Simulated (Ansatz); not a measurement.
# F on Pd(111): change of the work function, part 2 of 3

How does F on the fcc site change the work function of Pd(111) as the layer fills?

Ansatz 0.2.0; plane-wave DFT, PBE, Ansatz PAW.

So far, work function, upper face (eV): step 2 (the clean slab) 5.27.

**3. The covered slab, k-mesh 6×6×1, coverage 0.25 ML**

System of this step: Pd16F (F/Pd(111)). The cell holds 17 atoms: 16 Pd and 1 F. Cell: a = 5.501 Å, b = 5.501 Å, c = 26.090 Å, α = 90.0°, β = 90.0°, γ = 60.0°. Vacuum lies along c.

The clean slab as it ended is repeated in the plane and the adsorbate is set on one face; the cell's size fixes the coverage, and the k-mesh shrinks with it to keep the sampling density about even. Adsorbate and upper layers relax, since the dipole depends on the height.

Contents of input.yaml:

```yaml
crystal:
  lattice:
    - [5.5012907577, 0.0, 0.0]
    - [2.7506453788, 4.7642575497, 0.0]
    - [0.0, 0.0, 26.0900298185]
  atoms:
    - { symbol: Pd, position: [0.0, 0.0, 0.3449593604] }
    - { symbol: Pd, position: [0.1666666667, 0.1666666667, 0.4310417667] }
    - { symbol: Pd, position: [0.3333333333, 0.3333333333, 0.5189677755] }
    - { symbol: Pd, position: [0.0, 0.0, 0.6072672349] }
    - { symbol: Pd, position: [0.0, 0.5, 0.3449593604] }
    - { symbol: Pd, position: [0.1666666667, 0.6666666667, 0.4310417667] }
    - { symbol: Pd, position: [0.3333333333, 0.8333333333, 0.5189677755] }
    - { symbol: Pd, position: [0.0, 0.5, 0.6072672349] }
    - { symbol: Pd, position: [0.5, 0.0, 0.3449593604] }
    - { symbol: Pd, position: [0.6666666667, 0.1666666667, 0.4310417667] }
    - { symbol: Pd, position: [0.8333333333, 0.3333333333, 0.5189677755] }
    - { symbol: Pd, position: [0.5, 0.0, 0.6072672349] }
    - { symbol: Pd, position: [0.5, 0.5, 0.3449593604] }
    - { symbol: Pd, position: [0.6666666667, 0.6666666667, 0.4310417667] }
    - { symbol: Pd, position: [0.8333333333, 0.8333333333, 0.5189677755] }
    - { symbol: Pd, position: [0.5, 0.5, 0.6072672349] }
    - { symbol: F, position: [0.1666666667, 0.1666666667, 0.6550406396] }
kpoints:
  mp_grid: { grid: [6, 6, 1] }
hamiltonian:
  xc: pbe
scf:
  occupations: { method: fermi_dirac, width: 0.1 }
  convergence: { dr2_threshold: 1.0e-08 }
efield:
  axis: 3
  dipole_correction: true
  ramp_position: 0.97
  ramp_width: 0.06
relax:
  f_tol: 0.02
  max_steps: 60
  constraints: [{ sites: [0, 1, 4, 5, 8, 9, 12, 13] }]
output:
  dos: { projected: true, e_range: [-8, 4] }
  write_potential: true
  write_density: true
  volumetric_format: npy
  elf: true
```

Launch:

```sh
ansatz run input.yaml --threads 4 --pin off --max-ram 6144MiB --backend cpu --events-out ev --progress --plain --runs-dir out
```

Numbers of over 12 decimals in the logs are rounded to 6 here.

The log of the run:

```text
[...]
Crystal: 17 atoms, lattice volume = 683.808 Å³
Basis set: ecut = 420 eV, 13353 PW (Γ), exchange–correlation on 80×80×360 points (8 copies of the dense FFT grid, shifted against one another)
Bands: 177, of which v1, the nominal top of the filled ones, is band 148 counted from 1 (147 counted from 0)
Symmetry: 6 space group operations
[...]
k-points: 7 of 36 (time reversal used)
[...]
SCF iter   1: F=—  HF=-112368.832026 eV  |F-HF|=—  |Δ(HF+E_count)|=         —  Δρ=9.14e-3  dr2=4.08e0  ethr=1.77e-3  p=-0.032 e·Å  D=-8.40e-3 V/Å  ΔV_dip=0.22 eV  dr2_dipole=7.61e-1  V_vac-E_F(+/−)=5.11/4.89 eV  ⟨swp⟩=7.1  Hψ=5229  notcnv=0  defer=55
[...]
SCF iter  14: F=-112368.732549 eV  HF=-112368.732549 eV  |F-HF|=5.09e-8  |Δ(HF+E_count)|=   2.02e-8  Δρ=5.74e-7  dr2=5.04e-9  ethr=3.39e-12  p=-0.017 e·Å  D=-4.61e-3 V/Å  ΔV_dip=0.12 eV  dr2_dipole=5.87e-11  V_vac-E_F(+/−)=5.34/5.22 eV  ⟨swp⟩=16.7  Hψ=8838  notcnv=0
SCF 1 converged in 14 iterations: F = -112368.732549 eV  dr2 = 5.04e-9
[...]
relax step   1: F+E_penalty+E_count = -112368.73254939 eV  Δ(F+E_penalty+E_count) = +0.000e0 eV  max|allowed force component| = 3.539e0 eV/Å  Δτ_max = 0.0000 Å  (14 SCF iters, accepted)
[...]
SCF iter  15: F=-112369.178614 eV  HF=-112369.178614 eV  |F-HF|=2.08e-8  |Δ(HF+E_count)|=  8.29e-10  Δρ=4.78e-7  dr2=4.39e-9  ethr=3.39e-12  p=-0.060 e·Å  D=-1.58e-2 V/Å  ΔV_dip=0.41 eV  dr2_dipole=9.98e-12  V_vac-E_F(+/−)=5.63/5.22 eV  ⟨swp⟩=14.9  Hψ=7900  notcnv=0
SCF 2 converged in 15 iterations: F = -112369.178614 eV  dr2 = 4.39e-9
relax step   2: F+E_penalty+E_count = -112369.17861412 eV  Δ(F+E_penalty+E_count) = -4.461e-1 eV  max|allowed force component| = 1.605e0 eV/Å  Δτ_max = 0.1044 Å  (15 SCF iters, accepted)
SCF iter   1: F=—  HF=-112369.372611 eV  |F-HF|=—  |Δ(HF+E_count)|=         —  Δρ=6.10e-3  dr2=1.22e0  ethr=1.22e-3  p=-0.060 e·Å  D=-1.58e-2 V/Å  ΔV_dip=0.41 eV  dr2_dipole=4.40e-1  V_vac-E_F(+/−)=5.65/5.24 eV  ⟨swp⟩=3.6  Hψ=3155  notcnv=0  defer=69
[...]
SCF iter  14: F=-112369.333616 eV  HF=-112369.333616 eV  |F-HF|=3.51e-8  |Δ(HF+E_count)|=   7.77e-9  Δρ=4.03e-7  dr2=2.40e-9  ethr=3.39e-12  p=-0.113 e·Å  D=-2.98e-2 V/Å  ΔV_dip=0.78 eV  dr2_dipole=6.19e-11  V_vac-E_F(+/−)=6.00/5.22 eV  ⟨swp⟩=13.7  Hψ=7993  notcnv=0
SCF 3 converged in 14 iterations: F = -112369.333616 eV  dr2 = 2.40e-9
[...]
relax step   3: F+E_penalty+E_count = -112369.33361596 eV  Δ(F+E_penalty+E_count) = -1.550e-1 eV  max|allowed force component| = 4.742e-1 eV/Å  Δτ_max = 0.1568 Å  (14 SCF iters, accepted)
[...]
relax step   4: F+E_penalty+E_count = -112369.35276516 eV  Δ(F+E_penalty+E_count) = -1.915e-2 eV  max|allowed force component| = 2.268e-1 eV/Å  Δτ_max = 0.1037 Å  (13 SCF iters, accepted)
SCF iter   1: F=—  HF=-112369.359326 eV  |F-HF|=—  |Δ(HF+E_count)|=         —  Δρ=1.34e-3  dr2=5.95e-2  ethr=1.74e-4  p=-0.158 e·Å  D=-4.17e-2 V/Å  ΔV_dip=1.09 eV  dr2_dipole=2.29e-2  V_vac-E_F(+/−)=6.31/5.23 eV  ⟨swp⟩=2.0  Hψ=2180  notcnv=0  defer=83
[...]
SCF iter  12: F=-112369.357178 eV  HF=-112369.357178 eV  |F-HF|=1.81e-8  |Δ(HF+E_count)|=   9.80e-8  Δρ=5.17e-7  dr2=4.18e-9  ethr=3.39e-12  p=-0.142 e·Å  D=-3.76e-2 V/Å  ΔV_dip=0.98 eV  dr2_dipole=5.29e-10  V_vac-E_F(+/−)=6.21/5.23 eV  ⟨swp⟩=13.0  Hψ=8011  notcnv=0
SCF 5 converged in 12 iterations: F = -112369.357178 eV  dr2 = 4.18e-9
relax step   5: F+E_penalty+E_count = -112369.35717762 eV  Δ(F+E_penalty+E_count) = -4.412e-3 eV  max|allowed force component| = 1.344e-2 eV/Å  Δτ_max = 0.0332 Å  (12 SCF iters, accepted)
NSCF: frozen V_eff on 7 k-points
[...]
WARN: The output density's exchange-correlation potential varies sharply where the density is thin. Do not read a vacuum level from v_tot or v_xc, or from such a field of the output density. On a cell that repeats whose density bears no net charge and no dipole along the vacuum's axis use v_es (v_loc + v_h of the components); under efield.dipole_correction with no amplitude use v_es + v_field, which holds any externa [...]
SCF converged after 12 iterations
Free energy (F): -112369.357178 eV
[...]
Internal energy: -112368.230899 eV  (E = F + TS)
E sigma→0 (E₀):  -112368.794038 eV
Entropy (-TS):   -1.126279 eV (-66.252 meV/atom)
Fermi energy:    3.225235 eV
Dipole field:    D = -0.037608 V/Å  (p = -0.142121 e·Å, saw-weighted, corrected)
Work function:   Φ+ = 6.2092 eV   Φ− = 5.2280 eV
[...]
--- Forces (eV/Å), atoms counted from 1 ---
  atom   1  Pd     0.00298215     0.00172174    -0.30415512
  atom   2  Pd     0.00000000     0.00000000     0.23008890
  atom   3  Pd    -0.00293726    -0.00169583    -0.00065776
  atom   4  Pd     0.00313735     0.00181135    -0.00641259
  atom   5  Pd     0.00000000    -0.00344349    -0.30415512
  atom   6  Pd    -0.09131153     0.05271874     0.34944472
  atom   7  Pd    -0.00000000     0.00339166    -0.00065776
  atom   8  Pd     0.00000000    -0.00362270    -0.00641259
  atom   9  Pd    -0.00298215     0.00172174    -0.30415512
  atom  10  Pd     0.00000000    -0.10543748     0.34944472
  atom  11  Pd     0.00293726    -0.00169583    -0.00065776
  atom  12  Pd    -0.00313735     0.00181135    -0.00641259
  atom  13  Pd     0.00000000    -0.00000000    -0.36388890
  atom  14  Pd     0.09131153     0.05271874     0.34944472
  atom  15  Pd    -0.00000000     0.00000000     0.00377735
  atom  16  Pd     0.00000000    -0.00000000     0.00194554
  atom  17  F     -0.00000000     0.00000000     0.01343565
  max |Σ_I F_I| component: 1.63e-5 eV/Å
--- Band table (eV; the first three rows and the last of 7) ---
  k-point 0: bands = [... 144 lower, 3.3659, 3.4620, 3.5055, 3.5055, 3.5552, 3.5637, 3.5637, 3.9411, ... 25 higher]
  k-point 1: bands = [... 144 lower, 3.2060, 3.2479, 3.2709, 3.3067, 3.3729, 3.4046, 3.4088, 4.0821, ... 25 higher]
  k-point 2: bands = [... 144 lower, 3.0394, 3.1352, 3.1795, 3.1811, 3.2416, 3.2923, 3.3843, 3.4121, ... 25 higher]
  k-point 6: bands = [... 144 lower, 2.9562, 2.9857, 3.0057, 3.0172, 3.0185, 3.0538, 3.0774, 3.1504, ... 25 higher]
--- Relaxed structure (5 steps of the walk, 5 accepted, 0 SCFs on fresh bases) ---
  F+E_penalty+E_count = -112369.35717762 eV   max|allowed force component| = 1.344e-2 eV/Å
  atoms:
    - { symbol: Pd, position: [-1.7959490104491818e-17, -1.7959490104491818e-17, 0.344959] }
    - { symbol: Pd, position: [0.166667, 0.166667, 0.431042] }
    - { symbol: Pd, position: [0.332949, 0.332949, 0.518137] }
    - { symbol: Pd, position: [-0.0028426, -0.0028426, 0.607604] }
    - { symbol: Pd, position: [0.0, 0.500000, 0.344959] }
    - { symbol: Pd, position: [0.166667, 0.666667, 0.431042] }
    - { symbol: Pd, position: [0.332949, 0.834102, 0.518137] }
    - { symbol: Pd, position: [-0.0028426, 0.505685, 0.607604] }
    - { symbol: Pd, position: [0.5, -1.7959490104491818e-17, 0.344959] }
    - { symbol: Pd, position: [0.666667, 0.166667, 0.431042] }
    - { symbol: Pd, position: [0.834102, 0.332949, 0.518137] }
    - { symbol: Pd, position: [0.505685, -0.0028426, 0.607604] }
    - { symbol: Pd, position: [0.5, 0.500000, 0.344959] }
    - { symbol: Pd, position: [0.666667, 0.666667, 0.431042] }
    - { symbol: Pd, position: [0.833333, 0.833333, 0.521817] }
    - { symbol: Pd, position: [0.5, 0.500000, 0.605113] }
    - { symbol: F, position: [0.166667, 0.166667, 0.667757] }
```

Elapsed: 2.6 min, on 4 threads of Arm Neoverse V2, shared host; peak memory 2.9 GiB; 10 min of CPU time.

This run has no spin polarisation although its electron count is odd.

The steps of the relaxation:

```csv
step,energy less that of the first step (eV),largest force component (eV/Å)
1,0.0000,3.5387
2,-0.4461,1.6047
3,-0.6011,0.4742
4,-0.6202,0.2268
5,-0.6246,0.0134
```

The run keeps the 6 symmetry operations that it works with, so distortions that break them were not tested.

The atoms that moved most (Å):

```csv
atom,dx,dy,dz,length
F17,0.000,0.000,0.332,0.332
Pd15,0.000,0.000,0.074,0.074
Pd16,0.000,0.000,-0.056,0.056
Pd12,0.023,-0.014,0.009,0.028
Pd4,-0.023,-0.014,0.009,0.028
Pd8,0.000,0.027,0.009,0.028
Pd7,0.000,0.004,-0.022,0.022
Pd3,-0.003,-0.002,-0.022,0.022
```

Final coordinates:

```
Pd F
1.0
     5.50129    0.00000    0.00000
     2.75065    4.76426    0.00000
     0.00000    0.00000   26.09003
Pd F
16 1
Cartesian
  0.0000 0.0000 9.0000
  1.3753 0.7940 11.2459
  2.7475 1.5863 13.5182
  -0.0235 -0.0135 15.8524
  1.3753 2.3821 9.0000
  2.7506 3.1762 11.2459
  4.1260 3.9739 13.5182
  1.3753 2.4092 15.8524
  2.7506 0.0000 9.0000
  4.1260 0.7940 11.2459
  5.5045 1.5863 13.5182
  2.7741 -0.0135 15.8524
  4.1260 2.3821 9.0000
  5.5013 3.1762 11.2459
  6.8766 3.9702 13.6142
  4.1260 2.3821 15.7874
  1.3753 0.7940 17.4218
```

Numbers from this step:

```
energy at zero smearing        : -112368.7940 eV
work function, upper face      : 6.209 eV
work function, lower face      : 5.228 eV
dipole along the normal        : -0.1421 e·Å
step between the vacuum levels : 0.9812 eV
```

Running mean over 2.246 Å of the planar mean; the ramp of the sawtooth is left out. The electron's electrostatic potential energy less the Fermi level by z:

```csv
z (Å),electron's electrostatic potential energy less the Fermi level (eV)
3.5,5.23
4.0,5.23
4.5,5.23
5.0,5.22
5.5,5.21
6.0,5.17
6.5,5.02
7.0,4.37
7.5,1.77
8.0,-3.12
8.5,-7.03
9.0,-8.27
9.5,-8.44
10.0,-8.49
10.5,-8.52
11.0,-8.57
11.5,-8.52
12.0,-8.25
12.5,-8.12
13.0,-8.35
13.5,-8.53
14.0,-8.35
14.5,-8.06
15.0,-8.12
15.5,-8.38
16.0,-8.33
16.5,-6.73
17.0,-2.18
17.5,2.40
18.0,4.45
18.5,5.41
19.0,6.04
19.5,6.19
20.0,6.21
20.5,6.21
21.0,6.21
21.5,6.21
22.0,6.21
22.5,6.21
23.0,6.21
```

The density of states has structure finer than the step of the table below, so its rows give means over 0.25 eV, whole bins alone (the curve runs from -8 to 1.98 eV). Peaks (eV: height): -3.460: 71.7, -2.740: 55.0, -2.440: 70.3, -2.380: 64.6, -1.500: 78.7, -0.420: 64.5, -0.210: 57.8.

Density of states against energy, zero at the Fermi level; means over each step:

energy (eV), density of states (states/eV a cell) and a bar:
```
    -6.75        0.0 
    -6.50        0.8 #
    -6.25        1.0 #
    -6.00        1.2 #
    -5.75        2.3 ##
    -5.50        4.4 ###
    -5.25        6.5 #####
    -5.00       12.8 #########
    -4.75       27.6 ###################
    -4.50       28.3 ####################
    -4.25       36.9 ##########################
    -4.00       29.3 ####################
    -3.75       23.5 ################
    -3.50       28.5 ####################
    -3.25       23.9 #################
    -3.00       27.5 ###################
    -2.75       33.3 #######################
    -2.50       39.6 ############################
    -2.25       43.1 ##############################
    -2.00       29.6 #####################
    -1.75       24.6 #################
    -1.50       39.9 ############################
    -1.25       27.9 ###################
    -1.00       34.1 ########################
    -0.75       37.7 ##########################
    -0.50       33.9 ########################
    -0.25       42.2 #############################
     0.00       39.2 ###########################
     0.25        9.6 #######
     0.50        2.4 ##
     0.75        7.1 #####
     1.00        3.4 ##
     1.25        2.4 ##
     1.50        5.1 ####
     1.75        5.0 ####
```

Projected DOS per atom over height of the atomic layer and energy from the Fermi level. Layers: Pd4 Pd4 Pd4 Pd4 F from below.

Ten even steps from '_' (0.00 states/eV) to '@' (3.08 states/eV), each cell a mean:
```
__________
__________
__________
__________
##%%####..
##++++##__
%%++++##__
**++++##..
##====**..
@@%%####..
******++__
====++==..
++==++++::
++##**==--
::##**::@@
__......@@
________==
__________
__________
__________
__________
__________
```
Columns: height of the atomic layer (Å) from 9 to 17.4 (not evenly spaced); rows upwards: energy from the Fermi level (eV) from -7.96 to 1.95.

ELF in the ca plane at fractional y = 0.167, with atoms of Pd and F within 0.2 Å of it. It is the smooth field of the valence electrons, not physical close to the nuclei.

Ten even steps from '0' (0.00) to '9' (0.80), each cell a mean:
```
45432222222245432234542112110000000000000000
45422222222235432234442100000000000000000000
33322245432223322223332100000000000000000000
22222466652222222222222110000000000000000000
22222564553222221122222110000000000000000000
22222465552222221122222110000000000000000000
22222356542222222222322100000000000000000000
44322223322234432223442100000000000000000000
45432222222245532234542101000000000000000000
44322233322234432223431245420000000000000000
22222356542222222222212799841000000000000000
22222465553222221111115989962000000000000000
22222564563222221111116979962000000000000000
22222466652222221122114899952000000000000000
33322245432223322223321478631000000000000000
```
Columns run along c (16.0 Å, from fractional 0.33 to 0.94 of the cell), rows up along a (5.5 Å). Atoms in or near the plane, at fractional coordinates: Pd at (0.43, 0.17), Pd at (0.43, 0.67), F at (0.67, 0.17).

Electrostatic potential energy in the ca plane at fractional y = 0.167, with atoms of Pd and F within 0.2 Å of it. With pseudopotentials it is smooth inside the atoms' cores, unlike the true potential.

Ten even steps from '0' (-39 eV) to '9' (9 eV), each cell a mean:
```
54579988889864468875458999999999999999999999
54589988889864468875458999999999999999999999
76788854478876678987678999999999999999999999
88898510037888889998889999999999999999999999
99998300017999999999999999999999999999999999
98998400027998899998889999999999999999999999
87888731258887789988788999999999999999999999
65688877789875578886568999999999999999999999
53579988899863468875458999999999999999999999
65688876788875578886568999999999999999999999
87888731258887789988788756999999999999999999
98998400027898899998888301799999999999999999
99998300017999999999888200699999999999999999
88888510037888889998888523899999999999999999
76788854578876688987678989999999999999999999
```
Columns run along c (16.0 Å, from fractional 0.33 to 0.94 of the cell; values clipped at the 3rd and 97th percentile), rows up along a (5.5 Å). Atoms in or near the plane, at fractional coordinates: Pd at (0.43, 0.17), Pd at (0.43, 0.67), F at (0.67, 0.17).

Valence density in the ca plane at fractional y = 0.167, with atoms of Pd and F within 0.2 Å of it. It is the smooth field of the valence electrons, not physical close to the nuclei.

Ten steps, logarithmic in the rise over the least value, from '0' (0 e/Å³) to '9' (13 e/Å³), each cell a mean:
```
55532222222245542235542111000000000000000000
55432223222245542235542100000000000000000000
34322356532234432223432100000000000000000000
22222589863222221122221000000000000000000000
22223699973222211112211000000000000000000000
22222589973222211112221000000000000000000000
33322467752223322123332100000000000000000000
45432234322235432234542100000000000000000000
56532222222245542235542100000000000000000000
45432234322235532234442222100000000000000000
33322467752223321122322455310000000000000000
22222589973222211112223788510000000000000000
22223699973222211111124798520000000000000000
22222489863222221112223577410000000000000000
34322345532234432223432333100000000000000000
```
Columns run along c (16.0 Å, from fractional 0.33 to 0.94 of the cell), rows up along a (5.5 Å). Atoms in or near the plane, at fractional coordinates: Pd at (0.43, 0.17), Pd at (0.43, 0.67), F at (0.67, 0.17).

The relaxation took 5 steps and lowered the energy by 0.62 eV; the largest force on the free atoms ends at 0.013 eV/Å.

By hand: a sheet of dipoles makes a step −p/(ε₀A) in the electron's potential. With e/ε₀ = 180.95 V·Å, p = -0.1421 e·Å and A = 26.21 Å², that is −180.95 × (-0.1421) / 26.21 = +0.981 eV, and the two vacuum levels of the run differ by +0.981 eV.

The covered face has 6.21 eV, +0.94 eV against the clean one; the bare back face has moved by -0.02 eV, a measure of how thin the slab is.

(Continued in part 3 of 3.)

[Logs are printed without paths, hosts, clocks, repeated set-up lines and the standing remarks that a program may print on its own settings, such as how far it seeks lower states.]

[Hosts, paths, dates, database ids (printed as entryN), source tags and the programs' standing remarks are cut or masked in the printed files.]

[Maps of the electrostatic potential energy from Ansatz leave out the sawtooth potential of an applied field or a dipole correction, so their vacuum need not be flat; planar profiles and work functions include it.]
